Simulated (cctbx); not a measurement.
## Accept or mend?

Cell a = 4.6900 Å, b = 4.6900 Å, c = 13.5300 Å, α = 90.00°, β = 90.00°, γ = 90.00°; space group P4/mmm (no. 123).

The data are simulated with cctbx, not measured: Mo Kα, λ = 0.71073 Å, to d = 0.65 Å, 95 % of the full sphere, strongest reflection 70000 counts, noise from counting, a 1.5 % proportional error and a noise floor of 4 counts (s.d.); no absorption.

An isotropic refinement with weights 1/σ² prints:

```text
Rint 0.017, 406 unique reflections to 0.65 A
cycle     R1     wR2    GooF  max shift (A)
   1  0.8899  0.9929  84.694   0.27935
   6  0.0055  0.0113   0.961   0.00000
final R1 0.0055 wR2 0.0113 GooF 0.961  parameters 11  data/parameter 36.9
atom        x        y        z      Ueq    occ   su(xyz)  su(Uiso or U11)
Eu1    0.00000  0.00000  0.83419   0.0128  1.000  0.00001  0.0000
La1    0.00000  0.00000  0.50000   0.0123  1.000  0.00000  0.0000
Mn1    0.50000  0.50000  0.65870   0.0146  1.000  0.00002  0.0001
Mn2    0.50000  0.50000  0.00000   0.0171  1.000  0.00000  0.0001
S1     0.00000  0.50000  0.62245   0.0166  1.000  0.00002  0.0001
S2     0.50000  0.50000  0.82731   0.0160  1.000  0.00004  0.0001
S3     0.50000  0.00000  0.00000   0.0162  1.000  0.00000  0.0001
difference map: max 0.46 min -0.36 rms 0.07
Q1    0.0000  0.0000  0.0000    1    0.46  2.24 A from Eu1
Q2    0.5000  0.5000  0.3946    2    0.31  0.72 A from Mn1
Q3    0.1995  0.1995  0.4694    8    0.29  1.39 A from La1
Q4    0.5000  0.5000  0.5000    1    0.26  2.15 A from Mn1
Q5    0.0000  0.2783  0.3560    8    0.26  1.08 A from S1
Q6    0.1794  0.5000  0.1891    8    0.25  1.52 A from S2
```

Q: Accept it or mend it, and why?

It can stand. The set-up had a fault (start far from the minimum), but the refinement still reached the right minimum: R1 = 0.0055, wR2 = 0.0113, GooF = 0.96 against R1 = 0.0055, wR2 = 0.0113, GooF = 0.96 for the right model.

The compound is LaEu2Mn3S8. The right model at the same level gives:

```text
Rint 0.017, 406 unique reflections to 0.65 A
cycle     R1     wR2    GooF  max shift (A)
   1  0.1935  0.5164  44.048   0.05336
   3  0.0055  0.0113   0.961   0.00000
final R1 0.0055 wR2 0.0113 GooF 0.961  parameters 11  data/parameter 36.9
atom        x        y        z      Ueq    occ   su(xyz)  su(Uiso or U11)
Eu1    0.00000  0.00000  0.83419   0.0128  1.000  0.00001  0.0000
La1    0.00000  0.00000  0.50000   0.0123  1.000  0.00000  0.0000
Mn1    0.50000  0.50000  0.65870   0.0146  1.000  0.00002  0.0001
Mn2    0.50000  0.50000  0.00000   0.0171  1.000  0.00000  0.0001
S1     0.00000  0.50000  0.62245   0.0166  1.000  0.00002  0.0001
S2     0.50000  0.50000  0.82731   0.0160  1.000  0.00004  0.0001
S3     0.50000  0.00000  0.00000   0.0162  1.000  0.00000  0.0001
difference map: max 0.46 min -0.36 rms 0.07
Q1    0.0000  0.0000  0.0000    1    0.46  2.24 A from Eu1
Q2    0.5000  0.5000  0.3946    2    0.31  0.72 A from Mn1
Q3    0.1995  0.1995  0.4694    8    0.29  1.39 A from La1
Q4    0.5000  0.5000  0.5000    1    0.26  2.15 A from Mn1
Q5    0.0000  0.2783  0.3560    8    0.26  1.08 A from S1
Q6    0.1794  0.5000  0.1891    8    0.25  1.52 A from S2
```

The model was made for the exercise: a known structure type with other elements put in, its volume estimated, not relaxed; displacement parameters are assumed.

[Middle refinement cycles are left out of these outputs.]

[Logs are printed without paths, hosts, clocks, repeated set-up lines and the standing remarks that a program may print on its own settings, such as how far it seeks lower states.]
